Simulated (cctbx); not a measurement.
# Interatomic vectors of Pr4LuPIr2

Space group I4/mcm (no. 140), a = 7.7250 Å, b = 7.7250 Å, c = 13.9110 Å, α = 90.00°, β = 90.00°, γ = 90.00°, content Ir8 Lu4 Pr16 P4.

Simulated single-crystal data (cctbx): Cu Kα, λ = 1.54184 Å, to d = 0.8 Å, 50 % of the full sphere, strongest reflection 70000 counts, noise from counting, a 2 % proportional error and a noise floor of 8 counts (s.d.); no absorption.

Patterson synthesis from sharpened amplitudes, origin scaled to 1000:

```text
Patterson group I 4/m m m
      u       v       w   height  length (A)
  0.000   0.000   0.000   1000.0     0.00
  0.000   0.000   0.360    537.2     5.01
  0.000   0.284   0.500    403.8     7.29
  0.000   0.284   0.139    281.7     2.92
  0.000   0.000   0.276    241.5     3.84
  0.220   0.220   0.500    190.8     7.36
  0.140   0.362   0.000    185.0     3.00
  0.219   0.219   0.139    150.6     3.07
  0.147   0.353   0.136    138.3     3.51
  0.000   0.000   0.500    130.4     6.96
  0.000   0.294   0.223    103.9     3.85
  0.000   0.135   0.035     59.5     1.15
  0.149   0.351   0.250     53.5     4.56
  0.202   0.202   0.225     52.5     3.83
```

Q: Assign the vectors.

A peak at u stands for all pairs with xi − xj = u, with weight Σ ZiZj against Σ Z² = 124192 at the origin. Peak heights follow these weights only roughly, since form factors, motion and series ripples differ, all vectors within 0.55 Å of a peak are counted as merged into it though the farther ones add only part of their weight, and F(000) is left out, which lowers the whole map:

| u | v | w | shortest length (Å) | height | 1000 ΣZiZj/ΣZ² | pairs in the cell |
| --- | --- | --- | --- | --- | --- | --- |
| 0.000 | 0.000 | 0.360 | 5.01 | 537 | 585 | 16 × Ir–Pr |
| 0.000 | 0.284 | 0.500 | 4.21 | 404 | 415 | 8 × Pr–Pr, 4 × Ir–Ir |
| 0.000 | 0.284 | 0.139 | 2.92 | 282 | 293 | 8 × Ir–Pr |
| 0.000 | 0.000 | 0.276 | 3.84 | 242 | 293 | 8 × Pr–Pr, 8 × Lu–P |
| 0.220 | 0.220 | 0.500 | 3.06 | 191 | 208 | 4 × Pr–Pr, 2 × Ir–Ir |
| 0.140 | 0.362 | 0.000 | 3.00 | 185 | 176 | 4 × Ir–Lu |
| 0.219 | 0.219 | 0.139 | 3.08 | 151 | 146 | 4 × Ir–Pr |
| 0.147 | 0.353 | 0.136 | 3.51 | 138 | 163 | 4 × Lu–Pr, 4 × Pr–P |
| 0.000 | 0.000 | 0.500 | 5.46 | 130 | 170 | 4 × Lu–Lu, 4 × P–P |
| 0.000 | 0.294 | 0.223 | 3.84 | 104 | 112 | 4 × Pr–Pr |

The table stops at ten peaks or at a height of 45, below which ripples compete. In the model behind the data Ir, the heaviest element, has 1 independent site: (0.8639, 0.6361, 0), up to an allowed shift of origin; the Ir–Ir vectors are differences of these positions and their symmetry mates. Elements of similar Z can't be told apart from the map alone. The whole model:

```
atom  mult.       x       y       z  Ueq (Å²)
 Ir1      8  0.8639  0.6361       0    0.0137
 Lu1      4       0       0       0    0.0143
 Pr1     16  0.1487  0.6487  0.1402    0.0145
  P1      4     1/2     1/2     1/4    0.0224
```

The model is made up (kin elements in a known structure type, no relaxation), so it says nothing on whether the phase exists.

[Logs are printed without paths, hosts, clocks, repeated set-up lines and the standing remarks that a program may print on its own settings, such as how far it seeks lower states.]
